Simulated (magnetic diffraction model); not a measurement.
**Solving a magnetic structure from powder neutron data: YbB2Pd3**

Space group P6/mmm (no. 191), a = 5.5960 Å, c = 2.9960 Å.

| site | atom | x | y | z |
| --- | --- | --- | --- | --- |
| 1a | Yb | 0 | 0 | 0 |
| 3g | Pd | 0 | 1/2 | 1/2 |
| 2c | B | 2/3 | 1/3 | 0 |

This is a made-up structure (elements placed in a structure type, unrelaxed), so the numbers test the method and describe no known phase.

Only Yb is taken to order (form factors of Yb3+); orders and moment sizes are assumed, and not adapted to the symmetry. Radiation: neutrons of λ = 2.567 Å (absorption by B left out), 5° to 80°; isotropic B of 0.48 Å² (Yb), 0.62 Å² (Pd) and 0.81 Å² (B). The intensities are simulated: I ∝ L Σ (|F_N|² + |F_M⊥|²) for unpolarised neutrons, with F_M = 2.695 fm/μB × Σ f(s) S exp(2πi Q·r) exp(−B s²) at Q = H ± k (one set where k and −k are equivalent), only the part normal to Q counting and L = 1/(sin²θ cos θ). For collinear order S is the moment m, which repeats by lattice and centring translations R with the sign exp(−2πi k·R). Form factors are spin-only for 3d ions and dipole or tabulated for f ions, scattering lengths are Sears's of 1992, and absorption is left out. A label names one of the reflections at its angle. The strongest nuclear line in the range is 100, and lines under 0.2 are left out.

Above the ordering temperature:

```csv
2θ (°),index,I
30.71,(1 0 0),0.5
50.73,(0 0 1),1.1
54.61,(1 1 0),29.7
60.48,(1 0 1),29.7
63.97,(2 0 0),49.1
77.75,(1 1 1),100.0
```

Below it (cell unchanged):

```csv
2θ (°),I
30.71,9.2
50.73,2.4
54.61,32.4
60.48,34.9
63.97,51.0
77.75,103.0
```

**Question.** Find the propagation vector, then choose among these models:
A. collinear moments along [101], 2.7 μB on Yb
B. collinear moments along [100], 2.7 μB on Yb
C. collinear moments along [001], 2.7 μB on Yb

No line moves, and magnetic intensity falls on nuclear lines such as the one at 30.71°, so the magnetic cell equals the chemical primitive cell: k = 0.

Magnetic intensity, observed (below minus above) and for each model:

| 2θ (°) | index | observed | A | B | C |
| --- | --- | --- | --- | --- | --- |
| 30.71 | (1 0 0) | 8.7 | 8.7 | 7.1 | 14.2 |
| 50.73 | (0 0 1) | 1.3 | 1.3 | 1.7 | <0.2 |
| 54.61 | (1 1 0) | 2.7 | 2.7 | 2.2 | 4.4 |
| 60.48 | (1 0 1) | 5.3 | 5.3 | 6.2 | 2.0 |
| 63.97 | (2 0 0) | 2.0 | 2.0 | 1.6 | 3.2 |
| 77.75 | (1 1 1) | 3.0 | 3.0 | 3.2 | 2.4 |

Model A matches.

The structure used: k = (0 0 0), collinear moments along [101], 2.7 μB on Yb.

[Logs are printed without paths, hosts, clocks, repeated set-up lines and the standing remarks that a program may print on its own settings, such as how far it seeks lower states.]
